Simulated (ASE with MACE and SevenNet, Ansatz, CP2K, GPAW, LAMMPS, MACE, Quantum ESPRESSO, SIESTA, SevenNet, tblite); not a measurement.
**Machine-learned potentials on liquid (Cs,Li)Cl at 1400 K (68 atoms): settings against a plane-wave reference**

Wanted: machine-learned potentials inputs and outputs for liquid (Cs,Li)Cl at 1400 K (68 atoms), checked against a plane-wave reference.

Method: the method is named at each step, in ASE with MACE and SevenNet.

## 1. The starting structure

The cell holds 68 atoms: 22 Cs, 12 Li and 34 Cl. Cell: a = 14.507 Å, b = 14.507 Å, c = 14.507 Å, α = 90.0°, β = 90.0°, γ = 90.0°. 68 atoms (22 Cs, 12 Li, 34 Cl) placed at random at 2.29 g/cm³, melted at 1800 K for 10 ps at fixed volume with the Lennard-Jones and Coulomb ion parameters for SPC/E (Joung and Cheatham, J. Phys. Chem. B 112, 9020 (2008)), full charges. Snapshot at the end of a hold of 20 ps at 1400 K and fixed volume.

The yardstick, on the same geometry:

| Item | Value |
| --- | --- |
| method | Kohn-Sham DFT, PBE, SSSP efficiency 1.3.0 pseudopotentials, plane waves (Quantum ESPRESSO 7.5); sssp-pbe-1.3.0-efficiency, cutoffs 45/360 Ry, Γ point |
| r.m.s. force component | 0.5272 eV/Å |
| longest force | 1.91 eV/Å |
| pressure | 1.048 GPa |
| gap (highest filled to lowest empty level) | 2.948 eV |
| time | 3.9 min on 4 MPI ranks of Arm Neoverse V2, shared host |
| CPU time | 16 min |

## 2. MACE MP-0b2 small potential

Method: machine-learned interatomic potential MACE MP-0b2 small, trained on PBE(+U) plane-wave data.

run.py

```python
import numpy as np
from ase.io import read
import mlip  # loads the published weights by name

atoms = read("structure.xyz")
atoms.calc = mlip.calc("mace-mp-0b2-small")
energy = atoms.get_potential_energy()
forces = atoms.get_forces()
print(f"energy {energy:.6f} eV")
print("forces (eV/A)")
for i, (a, f) in enumerate(zip(atoms, forces)):
    print(f"{i:4d} {a.symbol:2s} {f[0]:10.5f} {f[1]:10.5f} {f[2]:10.5f}")
stress = -atoms.get_stress(voigt=False) * 160.21766
print("stress (GPa, compression positive)")
for row in stress:
    print(" ".join(f"{x:10.4f}" for x in row))
```

structure.xyz

```xyz
68
Lattice="14.50730 0.00000 0.00000 0.00000 14.50730 0.00000 0.00000 0.00000 14.50730" Properties=species:S:1:pos:R:3 pbc="T T T"
Cs 8.04241 2.53152 1.23820
Cs 5.90549 1.41548 11.51270
Cs 12.38271 9.84639 11.56464
Cs 2.23514 6.96408 12.38387
Cs 3.63205 5.50813 8.00339
Cs 8.72861 7.46995 12.48339
Cs 4.67701 9.76893 9.68261
Cs 0.11910 2.41430 8.12119
Cs 11.82316 3.29736 13.82067
Cs 1.52747 12.69099 11.30931
Cs 11.16366 11.86509 0.87247
Cs 10.85784 7.17371 1.65876
Cs 6.28848 11.75918 13.24952
Cs 9.33081 8.79404 7.59486
Cs 12.65399 12.29116 7.88573
Cs 10.91993 5.69499 6.49782
Cs 5.76390 6.04635 2.20511
Cs 2.05641 7.42629 4.62275
Cs 4.15068 13.46234 7.16356
Cs 2.03595 13.71303 2.10646
Cs 2.46494 3.45970 13.93687
Cs 7.18097 9.81361 3.39543
Li 11.53330 13.78745 11.62920
Li 0.45263 8.54494 8.42149
Li 12.59843 6.06608 10.36822
Li 13.14623 0.38691 14.17523
Li 10.72220 1.70040 3.79206
Li 8.27235 13.66588 9.44889
Li 3.11254 3.35917 4.66569
Li 8.01325 1.87376 6.06057
Li 14.46740 5.66684 2.33727
Li 6.91142 5.24120 7.49128
Li 9.36316 3.87490 9.60456
Li 9.07519 13.29797 6.50304
Cl 4.85197 8.59180 12.37763
Cl 4.15300 1.73348 5.95336
Cl 7.79883 11.33165 6.64492
Cl 11.24664 13.74552 5.40861
Cl 14.37021 6.11410 9.08563
Cl 13.16741 1.13563 11.48717
Cl 8.49925 5.44590 0.56622
Cl 5.12369 4.95105 5.10381
Cl 1.37979 12.80400 8.04473
Cl 0.93964 0.56332 14.32045
Cl 9.54725 13.06905 12.91498
Cl 5.52786 12.84433 10.08489
Cl 2.70909 8.29020 7.41657
Cl 11.40694 1.19134 1.42143
Cl 10.79053 14.08847 9.19763
Cl 6.52277 7.26758 8.74224
Cl 10.18137 6.11758 9.37969
Cl 3.95498 8.59021 2.83212
Cl 3.04117 4.45157 11.18078
Cl 0.26926 5.40469 0.03409
Cl 9.23854 7.78143 4.37119
Cl 11.71827 7.46995 12.95154
[... 8 atom lines left out ...]
Cl 13.28477 12.75163 12.97896
Cl 8.37666 0.98243 3.99255
Cl 2.63017 4.16983 2.44840
Cl 0.64833 9.52956 10.79619
```

Started as:

```bash
$ OMP_NUM_THREADS=1 python run.py > output.txt
```

What it wrote:

```text
energy -215.810088 eV
forces (eV/A)
   0 Cs   -0.27616   -0.88040   -0.40991
   1 Cs   -0.03567    0.31347   -0.05408
   2 Cs   -0.80206    1.43520   -0.54499
   3 Cs   -0.81508    0.96762    0.37027
   4 Cs   -0.05205   -1.06060    0.29763
   5 Cs   -1.22572   -0.03555   -0.23579
   6 Cs   -0.13937    0.18852   -0.97038
   7 Cs    0.08899   -0.38219    0.35850
   8 Cs    0.82587    1.01962   -0.62844
   9 Cs    0.25004    0.35364    0.08067
  10 Cs   -0.22196   -0.04255    0.46219
  11 Cs    0.47294   -0.01107    0.13592
  12 Cs    0.71885   -1.60476   -0.39635
  13 Cs    0.02259    0.15560    0.15036
  14 Cs    0.88560   -0.14083   -0.76033
  15 Cs    1.66839    0.51251   -1.38506
  16 Cs   -0.17978    0.03209   -0.22115
  17 Cs   -0.92650   -0.87114   -0.08353
  18 Cs    0.94770   -0.22644   -0.23188
  19 Cs    0.76407   -0.38929    0.46582
  20 Cs    0.37244   -1.15472    0.40733
  21 Cs   -0.83162    0.65847    0.62773
  22 Li   -0.12409    0.24603   -0.16252
  23 Li   -0.01232   -0.17784    0.46018
[...]
60 Cl    0.14855    0.42586   -0.96872
  61 Cl   -0.79739   -0.15728   -0.98725
  62 Cl    0.25993   -0.02761   -0.30728
  63 Cl    0.09139    0.13984   -0.62667
  64 Cl   -0.67403   -0.27999    0.40713
  65 Cl    0.35943    0.20099    0.41273
  66 Cl   -0.08293    0.19678    0.62429
  67 Cl    1.20727   -0.27442   -0.47728
stress (GPa, compression positive)
    0.5261    -0.1702    -0.0438
   -0.1702     1.4981    -0.4712
   -0.0438    -0.4712     0.9443
```

The job ended after 5.8 s (1 thread of Arm Neoverse V2, shared host; peak memory 0.67 GiB).

Banners, paths, timers and routine set-up lines are dropped from the logs unmarked, and long logs keep their key lines alone; longer cuts are marked.

Against the reference:

* r.m.s. force component: 0.5938 eV/Å
* r.m.s. difference of force components: 139.4 meV/Å
* longest difference of force vectors: 443.2 meV/Å
* force difference over r.m.s. force: 26.44 %
* slope of forces against the reference's: 1.099
* correlation of force components: 0.9761
* pressure: 0.9895 GPa
* pressure difference: -0.0588 GPa

Length of the force difference by element (eV/Å):

| element | atoms | mean | most |
| --- | --- | --- | --- |
| Cl | 34 | 0.22 | 0.44 |
| Cs | 22 | 0.24 | 0.43 |
| Li | 12 | 0.19 | 0.44 |

A closer look about Cs16, which bears the longest force: 11 atoms, nearest first, numbered in the order of the input, with positions taken from that point.

| atom | x | y | z | distance (Å) | bonds | Fx | Fy | Fz (eV/Å) |
| --- | --- | --- | --- | --- | --- | --- | --- | --- |
| Cs16 | 0.00 | 0.00 | 0.00 | 0.00 | 3 | 1.67 | 0.51 | -1.39 |
| Cl59 | -2.18 | -1.92 | 0.61 | 2.97 | 4 | -0.81 | -0.36 | 0.51 |
| Cl51 | -0.74 | 0.42 | 2.88 | 3.00 | 5 | 0.29 | -0.26 | 1.02 |
| Cl55 | -1.68 | 2.09 | -2.13 | 3.42 | 4 | 0.16 | -0.59 | 0.70 |
| Cs14 | -1.59 | 3.10 | 1.10 | 3.65 | 5 | 0.02 | 0.16 | 0.15 |
| Li33 | -1.56 | -1.82 | 3.11 | 3.92 | 3 | 0.15 | 0.12 | 0.38 |
| Li32 | -4.01 | -0.45 | 0.99 | 4.15 | 2 | -0.29 | 0.29 | -0.55 |
| Li25 | 1.68 | 0.37 | 3.87 | 4.23 | 2 | -0.53 | 0.41 | 0.23 |
| Cl57 | 1.66 | 3.50 | 1.74 | 4.25 | 4 | 0.11 | -0.55 | -0.07 |
| Cl39 | 3.45 | 0.42 | 2.59 | 4.33 | 4 | -0.02 | -0.13 | -0.01 |
| Cl60 | 2.58 | 1.84 | -3.04 | 4.40 | 3 | 0.23 | -0.45 | 0.02 |

Atoms are counted from 1 here, from 0 in the log.

Forces lie 26 % from the reference's, at 0.0061 times its CPU time (on 1 against 4 cores).

## 3. MACE MPA-0 medium potential

Method: machine-learned interatomic potential MACE MPA-0 medium, trained on PBE(+U) plane-wave data.

Changes to run.py since step 2:

```diff
@@ -5,3 +5,3 @@
 atoms = read("structure.xyz")
-atoms.calc = mlip.calc("mace-mp-0b2-small")
+atoms.calc = mlip.calc("mace-mpa-0-medium")
 energy = atoms.get_potential_energy()
```

structure.xyz is that of step 2.

What it wrote:

```text
energy -215.225087 eV
forces (eV/A)
   0 Cs   -0.37542   -0.73706   -0.18779
   1 Cs    0.09989    0.15551   -0.26129
   2 Cs   -0.61739    1.29168   -0.52752
   3 Cs   -0.64068    1.16727    0.40251
   4 Cs   -0.24314   -0.66832    0.16551
   5 Cs   -1.07002   -0.15652   -0.18549
   6 Cs   -0.33302    0.04753   -0.88302
   7 Cs    0.06403   -0.14652    0.16639
   8 Cs    0.58478    1.06819   -0.42258
   9 Cs    0.21788    0.12526    0.00003
  10 Cs   -0.15431   -0.12045    0.55239
  11 Cs    0.57467    0.05513    0.16341
  12 Cs    0.66552   -1.65345   -0.26996
  13 Cs   -0.11493    0.32647   -0.02561
  14 Cs    0.89834   -0.43767   -0.76171
  15 Cs    1.61345    0.58170   -1.32130
  16 Cs   -0.37769   -0.03260   -0.02746
  17 Cs   -0.70067   -0.57116    0.14447
  18 Cs    0.84787   -0.35960   -0.30917
  19 Cs    0.88824   -0.46976    1.05227
  20 Cs    0.32093   -0.86063    0.42090
  21 Cs   -0.94015    0.39864    0.71459
  22 Li   -0.14437    0.35090   -0.27550
  23 Li    0.06438   -0.12056    0.20019
[...]
60 Cl    0.23307    0.51731   -0.91535
  61 Cl   -0.78479   -0.14258   -0.78386
  62 Cl    0.01502   -0.24581   -0.10983
  63 Cl    0.05317    0.19682   -0.31409
  64 Cl   -0.41842   -0.33352    0.46585
  65 Cl    0.34709    0.26261    0.20561
  66 Cl    0.03856   -0.11995    0.34440
  67 Cl    1.13142   -0.06552   -0.38523
stress (GPa, compression positive)
    0.5645    -0.1442    -0.0885
   -0.1442     1.2631    -0.4346
   -0.0885    -0.4346     0.9685
```

The job ended after 6.1 s (1 thread; peak memory 0.7 GiB).

Numbers from this run, and their distance from the reference:

| Property | Result |
| --- | --- |
| r.m.s. force component | 0.5532 eV/Å |
| r.m.s. difference of force components | 95.49 meV/Å |
| longest difference of force vectors | 445.1 meV/Å |
| force difference over r.m.s. force | 18.11 % |
| slope of forces against the reference's | 1.034 |
| correlation of force components | 0.9855 |
| pressure | 0.932 GPa |
| pressure difference | -0.1163 GPa |

Against the first run (26 %), the force difference from the reference is 18 %, at 1.1 times the CPU time.

## 4. SevenNet 0 potential

Method: machine-learned interatomic potential SevenNet 0, trained on PBE(+U) plane-wave data.

Changes to run.py since step 3:

```diff
@@ -5,3 +5,3 @@
 atoms = read("structure.xyz")
-atoms.calc = mlip.calc("mace-mpa-0-medium")
+atoms.calc = mlip.calc("7net-0")
 energy = atoms.get_potential_energy()
```

structure.xyz is that of step 3.

What it wrote:

```text
energy -215.915421 eV
forces (eV/A)
   0 Cs   -0.26221   -0.69326   -0.38456
   1 Cs    0.03125    0.22307   -0.25756
   2 Cs   -0.84707    1.34975   -0.52455
   3 Cs   -0.76798    1.13344    0.34892
   4 Cs   -0.13479   -0.86390    0.19722
   5 Cs   -0.99507   -0.04732   -0.32777
   6 Cs   -0.23340    0.27764   -0.96965
   7 Cs    0.07477   -0.26307    0.23028
   8 Cs    0.68653    1.05168   -0.44668
   9 Cs    0.26323    0.24192    0.04938
  10 Cs   -0.15221    0.08557    0.63575
  11 Cs    0.54908   -0.06832    0.11580
  12 Cs    0.66741   -1.46187   -0.32405
  13 Cs   -0.09293    0.19616    0.19456
  14 Cs    1.03340   -0.29937   -0.68665
  15 Cs    1.98269    0.51759   -1.44725
  16 Cs   -0.27033   -0.03012   -0.10706
  17 Cs   -0.81081   -0.66593   -0.00684
  18 Cs    0.85713   -0.29496   -0.34063
  19 Cs    0.72714   -0.46453    0.58587
  20 Cs    0.54082   -1.12479    0.41390
  21 Cs   -1.02499    0.68791    0.58081
  22 Li   -0.10540    0.31960   -0.25159
  23 Li   -0.00630   -0.21190    0.37441
[...]
60 Cl    0.14332    0.43827   -0.93888
  61 Cl   -0.83940   -0.17656   -0.93973
  62 Cl   -0.05270   -0.18916   -0.11226
  63 Cl    0.16337    0.25797   -0.55959
  64 Cl   -0.38639   -0.28886    0.51269
  65 Cl    0.35410    0.25736    0.38113
  66 Cl   -0.04308    0.15748    0.60241
  67 Cl    1.32364   -0.12436   -0.47631
stress (GPa, compression positive)
    0.8449    -0.1744    -0.0986
   -0.1744     1.8455    -0.4451
   -0.0986    -0.4451     1.2513
```

The job ended after 6.1 s (1 thread; peak memory 0.61 GiB).

Numbers from this run, and their distance from the reference:

```
r.m.s. force component                  : 0.5895 eV/Å
r.m.s. difference of force components   : 123.3 meV/Å
longest difference of force vectors     : 660.5 meV/Å
force difference over r.m.s. force      : 23.39 %
slope of forces against the reference's : 1.098
correlation of force components         : 0.9818
pressure                                : 1.314 GPa
pressure difference                     : 0.2656 GPa
```

Against the first run (26 %), the force difference from the reference is 23 %, at 1.1 times the CPU time.

## 5. The ladder

Differences are against the plane-wave reference, forces as r.m.s. over components; share is that over the reference's r.m.s. force, slope the least-squares factor from reference forces to these. Total energies of different programs have different zeros and aren't compared.

| run | Δ force, r.m.s. (meV/Å) | share (%) | slope | Δ pressure (GPa) | cores | CPU time | memory (GiB) |
| --- | --- | --- | --- | --- | --- | --- | --- |
| reference | - | - | - | - | 4 | 16 min | 7 |
| MACE MP-0b2 small potential | 139 | 26.4 | 1.099 | -0.0588 | 1 | 5.8 s | 0.67 |
| MACE MPA-0 medium potential | 95.5 | 18.1 | 1.034 | -0.116 | 1 | 6.1 s | 0.7 |
| SevenNet 0 potential | 123 | 23.4 | 1.098 | 0.266 | 1 | 6.1 s | 0.61 |

Times of the machine-learned potentials are mostly Python's start and the loading of weights.

CPU time is summed over cores on a shared host, where runs went side by side, so it is rough. Symmetry, cutoffs, thresholds, outputs and thread counts weren't matched or tuned between programs; memory under MPI is the largest rank's times the ranks.

## 6. Summary of results

```yaml
nearest_in_forces: MACE MPA-0 medium potential, 18 %
its_cpu_time: 6.1 s
```

Machine-learned potentials differ by 18 % (MACE MPA-0 medium potential) to 26 % (MACE MP-0b2 small potential); they were trained on other programs' data. The reference's pressure holds the uncorrected Pulay stress of its 45 Ry basis, so small pressure differences, and their order, may be the reference's own error. The frame stands for 1400 K, but pressures are static and levels are smeared at 580 K. The network of bonds at the start is that of the classical potential that made the cell, and needn't be the one that DFT or experiment would give. The ion parameters were fitted for water, not for melts, so the starting structure of this cell may lie well off the real melt's. The electronic-structure runs sample only Γ, in a cell whose shortest periodic width is 15 Å. Spin–orbit coupling is left out, which matters for the levels of the heavy elements.

[Also dropped from logs without a mark: logging warnings of Python, and SIESTA's first energy breakdown and zero terms.]

[Logs are printed without paths, hosts, clocks, repeated set-up lines and the standing remarks that a program may print on its own settings, such as how far it seeks lower states.]

[Hosts, paths, dates, database ids (printed as entryN), source tags and the programs' standing remarks are cut or masked in the printed files.]
